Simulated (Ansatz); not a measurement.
# WS2 (P6_3/mmc): least direct gap against volume

The cell of WS2 (P6_3/mmc) is scaled evenly and the response computed anew at each volume, on one mesh. The atoms keep their fractional positions.

Cell: a, b, c = 3.180, 3.180, 12.500 Å (primitive vectors), 6 atoms.

Method: Ansatz 0.2.0, PBE, independent particles, k-mesh 9×9×2 with interpolation inside its cells, Gaussian parameter 0.1 eV.

Launch of the response step: `ansatz run input.yaml --threads 4 --pin off --max-ram 8192MiB --backend cpu --events-out ev --progress --plain --runs-dir out`. The series took 6.7 min in all, on 4 threads of Arm Neoverse V1, on a shared host.

```tsv
V/V₀	V (Å³, primitive cell)	least direct gap (eV)
0.94	102.90	1.8723
0.96	105.09	1.8264
0.98	107.28	1.7820
1.00	109.47	1.7389
1.02	111.66	1.6971
1.04	113.85	1.6566
1.06	116.04	?
```

For small changes the quantity should be close to linear in ln V.

Working, on the rows shown:

| x = ln(V/V₀) | y = least direct gap |
| --- | --- |
| -0.0618754 | 1.8723 |
| -0.040822 | 1.8264 |
| -0.0202027 | 1.782 |
| 0 | 1.7389 |
| 0.0198026 | 1.6971 |
| 0.0392207 | 1.6566 |

Means: x̄ = -0.010646, ȳ = 1.7622. Σ(x − x̄)(y − ȳ) = -0.01526, Σ(x − x̄)² = 0.007154. Slope = -0.01526 / 0.007154 = -2.134; intercept = ȳ − slope · x̄ = 1.7395. The line misses the rows shown by at most 0.00078 eV.

Problem. Predict the last column of the withheld row from the fit.

Solution. At x = 0.058269 the line gives y = 1.6152 eV. The run gave 1.6173 eV, so the extrapolation is off by 0.0021 eV, 0.8 % of the range in the table.

Between the rows on either side of x = 0 the slope is (1.6971 − 1.782) / (0.019803 − (-0.020203)) = -2.122. That is a volume deformation potential of -2.1 eV: the least direct gap on this mesh widens by 21 meV for each per cent of compression. The cell comes from an older database entry, whose edges can be off by a per cent or so. PBE gaps are as a rule too small. Spin-orbit coupling is left out.

[Logs are printed without paths, hosts, clocks, repeated set-up lines and the standing remarks that a program may print on its own settings, such as how far it seeks lower states.]
